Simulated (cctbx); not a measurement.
## Accept or mend?

Cell a = 6.1670 Å, b = 20.5760 Å, c = 6.1540 Å, α = 90.00°, β = 90.00°, γ = 90.00°; space group P2_12_12 (no. 18).

Simulated single-crystal data (cctbx): Cu Kα, λ = 1.54184 Å, to d = 0.8 Å, 80 % of the full sphere, strongest reflection 70000 counts, noise from counting, a 6 % proportional error and a noise floor of 8 counts (s.d.); no absorption.

An anisotropic refinement with weights 1/σ² prints:

```text
Rint 0.041, 1595 unique reflections to 0.80 A
cycle     R1     wR2    GooF  max shift (A)
   1  0.0273  0.0850   2.069   0.01631
  12  0.0162  0.0446   1.085   0.00132
final R1 0.0162 wR2 0.0446 GooF 1.085  parameters 89  data/parameter 17.9
atom        x        y        z      Ueq    occ   su(xyz)  su(Uiso or U11)
Rb1    0.52878  0.11459  0.25885   0.0063  1.000  0.00003  0.0001
S1     0.98556  0.24540  0.16392   0.0089  1.000  0.00008  0.0002
S2     0.46716  0.38721  0.29710   0.0144  1.000  0.00009  0.0002
O1     0.19895  0.21510  0.33112   0.0162  1.000  0.00026  0.0007
O2     0.34369  0.43200  0.45814   0.0107  1.000  0.00027  0.0008
O3     0.02356  0.32806  0.18550   0.0069  1.000  0.00021  0.0006
O4     0.74834  0.41126  0.31303   0.0142  1.000  0.00026  0.0007
O5     0.75368  0.23030  0.30626   0.0141  1.000  0.00024  0.0007
O6     0.44584  0.42080  0.02577   0.0090  1.000  0.00024  0.0007
H1     0.85725  0.37615  0.25925   0.0475  1.000  0.00635  0.0097
H2     0.56355  0.45202  0.01969   0.0285  1.000  0.00541  0.0077
difference map: max 0.59 min -0.25 rms 0.07
Q1    0.2219  0.2398  0.4822    4    0.61  1.07 A from O1
Q2    0.9885  0.2519  0.6303    4    0.32  1.72 A from O5
Q3    0.0494  0.3867  0.2730    4    0.31  1.21 A from H1
Q4    0.0458  0.8908  0.2576    4    0.27  1.85 A from O6
Q5    0.2541  0.3700  0.7421    4    0.26  1.42 A from Rb1
Q6    0.2313  0.3683  0.2673    4    0.25  1.52 A from S2
```

Q: Accept it or mend it, and why?

Mend it. The fault: an atom left out, H at (0.2166, 0.2370, 0.4818). Against the right model at the same level, R1 goes from 0.0151 to 0.0162 and GooF from 0.95 to 1.08. Q1 is the missing atom. With scattering power missing, scale and phases suffer, so peaks may also grow on the heavy atoms.

The compound is RbH3S2O6. The right model at the same level gives:

```text
Rint 0.041, 1595 unique reflections to 0.80 A
cycle     R1     wR2    GooF  max shift (A)
   1  0.0264  0.0818   1.993   0.01654
   8  0.0151  0.0390   0.950   0.00352
final R1 0.0151 wR2 0.0390 GooF 0.950  parameters 93  data/parameter 17.2
atom        x        y        z      Ueq    occ   su(xyz)  su(Uiso or U11)
Rb1    0.52877  0.11460  0.25887   0.0064  1.000  0.00002  0.0001
S1     0.98555  0.24540  0.16383   0.0090  1.000  0.00007  0.0002
S2     0.46716  0.38721  0.29715   0.0145  1.000  0.00008  0.0002
O1     0.19892  0.21492  0.33096   0.0165  1.000  0.00023  0.0006
O2     0.34409  0.43203  0.45821   0.0109  1.000  0.00024  0.0007
O3     0.02339  0.32804  0.18544   0.0069  1.000  0.00018  0.0005
O4     0.74836  0.41120  0.31331   0.0143  1.000  0.00023  0.0007
O5     0.75383  0.23021  0.30586   0.0138  1.000  0.00021  0.0006
O6     0.44615  0.42075  0.02568   0.0093  1.000  0.00022  0.0006
H1     0.85714  0.37648  0.26058   0.0478  1.000  0.00561  0.0086
H2     0.22713  0.23494  0.48376   0.0065  1.000  0.00337  0.0056
H3     0.56286  0.45216  0.01967   0.0293  1.000  0.00478  0.0068
Flack x: 0.031(15)
Hooft y: 0.019(17)  Bijvoet pairs: 629
difference map: max 0.31 min -0.23 rms 0.06
Q1    0.9916  0.2527  0.6337    4    0.32  1.70 A from O5
Q2    0.0498  0.3863  0.2733    4    0.32  1.21 A from H1
Q3    0.0469  0.8906  0.2567    4    0.28  1.85 A from O6
Q4    0.2556  0.3705  0.7416    4    0.26  1.43 A from Rb1
Q5    0.2296  0.3667  0.2672    4    0.26  1.54 A from S2
Q6    0.0000  0.0000  0.5432    2    0.25  1.70 A from O2
```

Isotropic U is held between 0.0001 and 1 Å² by the program, and listed peak heights are interpolated, so they can pass the grid's maximum.

The model is made up (kin elements in a known structure type, no relaxation), so it says nothing on whether the phase exists.

[Middle refinement cycles are left out of these outputs.]

[Logs are printed without paths, hosts, clocks, repeated set-up lines and the standing remarks that a program may print on its own settings, such as how far it seeks lower states.]
